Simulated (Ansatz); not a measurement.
# Ca2Ir, from a guessed structure to a relaxed one, part 2 of 2

Starting from a made-up structure for Ca2Ir, the aim is the relaxed cell, its shortest contacts and, where a second run follows, its electronic structure.

Ansatz 0.2.0; DFT, PBE, plane-wave PAW, files of the set soft_1, scalar-relativistic, no spin, cell and ions relaxed at zero pressure; PAW set soft_1 (the session's first sound run).

So far: Starting point; Relaxation of the guess. The relaxed cell has a = 4.913, c = 3.133 Å (conventional setting).

## 3. Electronic structure of the relaxed cell

With the geometry fixed, one more self-consistent run, with a narrower smearing and the mesh shown in its input, gives the bands, and its pressure, and its forces where symmetry allows any, show how far the geometry depends on these settings.

This step: DFT, PBE, plane-wave PAW, files of the set soft_1, scalar-relativistic, no spin, bands and density of states at the relaxed cell; PAW set soft_1 (Ansatz 0.2.0).

The input, input.yaml:

```yaml
crystal:
  lattice:
    - [4.9128091885, 0.0, 0.0]
    - [-2.4564045943, 4.2546175612, 0.0]
    - [0.0, 0.0, 3.1326047505]
  atoms:
    - { symbol: Ir, position: [0.0, 0.0, 0.0] }
    - { symbol: Ca, position: [0.6666666667, 0.3333333333, 0.5] }
    - { symbol: Ca, position: [0.3333333333, 0.6666666667, 0.5] }
kpoints:
  mp_grid: { grid: [8, 8, 10] }
  band_path:
    path:
      - [[0.0, 0.0, 0.0], [0.5, 0.0, 0.0], [0.33333333, 0.33333333, 0.0], [0.0, 0.0, 0.0], [0.0, 0.0, 0.5], [0.5, 0.0, 0.5], [0.33333333, 0.33333333, 0.5], [0.0, 0.0, 0.5]]
      - [[0.5, 0.0, 0.5], [0.5, 0.0, 0.0]]
      - [[0.33333333, 0.33333333, 0.0], [0.33333333, 0.33333333, 0.5]]
    npoints: 8
scf:
  occupations: { method: fermi_dirac, width: 0.03 }
  n_extra_bands: 7
hamiltonian:
  xc: pbe
  pseudopotentials: { kind: paw, azcp: { folder: soft_1 } }
output:
  forces: true
  stress: true
  write_bands: true
  dos: { projected: true }
  write_density: true
  write_potential: true
  elf: true
  volumetric_format: npy
```

Command:

```bash
$ ansatz run input.yaml --threads 4 --pin off --max-ram 8192MiB --backend cpu --events-out ev --progress --plain --runs-dir out
```

Numbers of over 12 decimals in the logs are rounded to 6 here.

Log:

```text
[...]
Crystal: 3 atoms, lattice volume = 65.478 Å³
Basis set: ecut = 420 eV, 1301 PW (Γ), exchange–correlation on 72×72×48 points (8 copies of the dense FFT grid, shifted against one another)
Bands: 26, of which v1, the nominal top of the filled ones, is band 19 counted from 1 (18 counted from 0)
Symmetry: 24 space group operations
[...]
k-points: 60 of 640
[...]
SCF iter   1: F=—  HF=-15578.137451 eV  |F-HF|=—  |Δ(HF+E_count)|=         —  Δρ=2.42e-1  dr2=1.02e2  ethr=3.10e-3  ⟨swp⟩=7.8  Hψ=8396  notcnv=0
[...]
SCF iter  10: F=-15570.165978 eV  HF=-15570.165978 eV  |F-HF|=9.00e-10  |Δ(HF+E_count)|=   1.58e-8  Δρ=1.10e-6  dr2=1.05e-9  ethr=2.70e-10  ⟨swp⟩=6.9  Hψ=7198  notcnv=0
SCF 1 converged in 10 iterations: F = -15570.165978 eV  dr2 = 1.05e-9
[...]
NSCF: frozen V_eff on 75 k-points
SCF converged after 10 iterations
Free energy (F): -15570.165978 eV
[...]
Internal energy: -15570.159354 eV  (E = F + TS)
E sigma→0 (E₀):  -15570.162666 eV
Entropy (-TS):   -0.006624 eV (-2.208 meV/atom)
Fermi energy:    12.121845 eV
[...]
--- Stress (GPa, compression-positive) ---
       -0.218324      -0.000000       0.000000
        0.000000      -0.218324       0.000000
        0.000000       0.000000       0.216033
  P = ⅓ Tr σ = -0.0735 GPa (-0.735 kbar)
--- Band table (eV; the first three rows and the last of 60) ---
  k-point 0: bands = [... 15 lower, 10.3655, 11.7180, 11.7180, 12.6910, 12.6910, 13.7277, 14.1190, 15.0833, ... 3 higher]
  k-point 1: bands = [... 15 lower, 10.3230, 11.2981, 11.2981, 13.1238, 13.1238, 13.8809, 14.4243, 15.0706, ... 3 higher]
  k-point 2: bands = [... 15 lower, 10.2043, 10.6799, 10.6799, 13.7694, 13.7694, 14.2414, 15.0054, 15.0054, ... 3 higher]
  k-point 59: bands = [... 15 lower, 10.8153, 10.8782, 12.0919, 12.2358, 12.2648, 13.6835, 14.5606, 14.9045, ... 3 higher]
```

Run time: 3.5 s. Hardware: 4 threads of Intel Xeon Platinum 8259CL at 2.50GHz (Skylake/Cascade Lake), shared host; peak memory 0.45 GiB.

Reading the cycles: dr2 is the Hartree energy of the density residual (eV), the measure of convergence; HF is the Harris–Foulkes estimate of the energy, which meets the free energy F at convergence.

Numbers from this step:

```
free energy             : -15570.1660 eV
energy at zero smearing : -15570.1627 eV
smearing term TS        : 0.006624 eV
pressure                : -0.07354 GPa
```

From bands.tsv, the bands that come nearest the Fermi level along the path, at its corners, in eV from the Fermi level:

```
point  band 15  band 16  band 17  band 18  band 19  band 20  band 21  band 22
    Γ    -1.76    -1.76    -0.40    -0.40     0.57     0.57     1.61     2.00
    M    -2.28    -1.76    -1.52    -0.51    -0.38     1.17     1.81     2.04
    K    -2.55    -1.80    -0.44    -0.44    -0.44    -0.44     1.71     2.15
    Γ    -1.76    -1.76    -0.40    -0.40     0.57     0.57     1.61     2.00
    A    -2.40    -2.27    -2.27    -1.11     2.02     2.51     2.51     2.62
    L    -2.20    -1.28    -1.26    -0.42     0.31     0.34     1.71     2.46
    H    -2.31    -1.26    -1.26     0.05     0.05     0.11     1.53     2.58
    A    -2.40    -2.27    -2.27    -1.11     2.02     2.51     2.51     2.62
    L    -2.20    -1.28    -1.26    -0.42     0.31     0.34     1.71     2.46
    M    -2.28    -1.76    -1.52    -0.51    -0.38     1.17     1.81     2.04
    K    -2.55    -1.80    -0.44    -0.44    -0.44    -0.44     1.71     2.15
    H    -2.31    -1.26    -1.26     0.05     0.05     0.11     1.53     2.58
```

States per cell as run, both spins, in windows of 1 eV, from dos.tsv (zero at the Fermi level):

| from | to | total |
| --- | --- | --- |
| -8 | -7 | 0.00 |
| -7 | -6 | 0.00 |
| -6 | -5 | 0.12 |
| -5 | -4 | 0.65 |
| -4 | -3 | 0.72 |
| -3 | -2 | 4.13 |
| -2 | -1 | 4.95 |
| -1 | 0 | 2.44 |
| 0 | 1 | 2.32 |
| 1 | 2 | 2.01 |
| 2 | 3 | 4.86 |

Below -8 eV lie 24.0 more states.

ELF in the ab plane at fractional z = 0.500, with atoms of Ca within 0.2 Å of it. It is the smooth field of the valence electrons, not physical close to the nuclei.

Ten even steps from '0' (0.03) to '9' (0.85), each cell a mean:
```
44431000013444
44212564113444
43138997213444
31289997113333
01799995011111
02899971001210
02799620157740
01343102799960
00000016999950
22222039999821
44442049998313
44442037872124
44442012211344
44442000003444
```
Columns run along a (4.9 Å), rows up along b (4.9 Å). Atoms in or near the plane, at fractional coordinates: Ca at (0.67, 0.33), Ca at (0.33, 0.67).

Electrostatic potential energy in the ab plane at fractional z = 0.500, with atoms of Ca within 0.2 Å of it. With pseudopotentials it is smooth inside the atoms' cores, unlike the true potential.

Values in eV, 14 rows by 14 columns, each cell a mean:
```
 15  16  15  14  11   7   5   6   8  12  14  16  15  15
 16  15  14  11   5  -3  -6   0   7  12  15  16  16  15
 15  14  10   2 -15 -31 -27 -10   5  12  14  15  16  16
 14  11   3 -18 -47 -56 -41 -12   6  12  14  14  15  14
 11   6  -9 -40 -60 -58 -33  -4   8  11  12  12  12  12
  8   3 -16 -43 -54 -37 -11   4   8   8   6   5   7   8
  7   2 -10 -23 -22  -8   3   6   4  -4 -12 -10   0   6
  8   6   2  -1   2   6   7   3 -11 -33 -41 -27  -6   5
 10  10  10   9  10  10   6  -8 -37 -58 -56 -31  -3   7
 13  14  14  13  13  10   2 -22 -54 -60 -47 -15   5  11
 15  15  15  15  13   9  -1 -23 -43 -40 -18   2  11  14
 16  16  16  15  14  10   2 -10 -16  -9   3  10  14  15
 15  15  16  15  14  10   6   2   3   6  11  14  15  16
 15  15  16  15  13  10   8   7   8  11  14  15  16  15
```
Columns run along a (4.9 Å; values clipped at the 3rd and 97th percentile), rows up along b (4.9 Å). Atoms in or near the plane, at fractional coordinates: Ca at (0.67, 0.33), Ca at (0.33, 0.67).

Valence density in the ab plane at fractional z = 0.500, with atoms of Ca within 0.2 Å of it. It is the smooth field of the valence electrons, not physical close to the nuclei.

Ten even steps from '_' (0.1 e/Å³) to '@' (6.4 e/Å³), each cell a mean:
```
____________________________
____________..______________
________::==--..____________
______::**%%++..____________
____..++@@@@==..____________
____::**##++..______________
____..----..______......____
________________..==++--..__
______________..++@@%%==____
______________--##@@**::____
______________--**++::______
______________..::..________
____________________________
____________________________
```
Columns run along a (4.9 Å), rows up along b (4.9 Å). Atoms in or near the plane, at fractional coordinates: Ca at (0.67, 0.33), Ca at (0.33, 0.67).

## 4. Results

| Item | Value |
| --- | --- |
| space group, relaxed | P6/mmm |
| conventional cell | a = 4.913, b = 4.913, c = 3.133 Å; α = 90.0°, β = 90.0°, γ = 120.0° |
| volume per atom | 21.83 Å³ (guess 26.93) |

What this shows: Ca2Ir relaxes to P6/mmm with a = 4.913, b = 4.913 and c = 3.133 Å. The guessed volume was 23 % too large. The space group P6/mmm was held in the relaxation, so the end point is a stationary structure within it and may be a saddle against distortions or other arrangements. Bands cross the Fermi level, so it is a metal or semimetal at this level. The electron count is odd, which forces that without spin polarisation or a larger cell. On the 8×8×10 mesh with the narrower smearing (relaxed on 6×6×8) the forces vanish, as symmetry may demand, and the largest stress component is 0.218 GPa, against the relaxation's thresholds of 0.015 eV/Å and 0.05 GPa. The cutoff wasn't tested. Spin-orbit coupling is left out, which can matter for elements this heavy. No dispersion term is used, so weakly bound directions may come out too long. The runs have no spin, and magnetism wasn't tested. Nothing here tests whether the compound is stable against decomposition.

[Logs are printed without paths, hosts, clocks, repeated set-up lines and the standing remarks that a program may print on its own settings, such as how far it seeks lower states.]

[Hosts, paths, dates, database ids (printed as entryN), source tags and the programs' standing remarks are cut or masked in the printed files.]
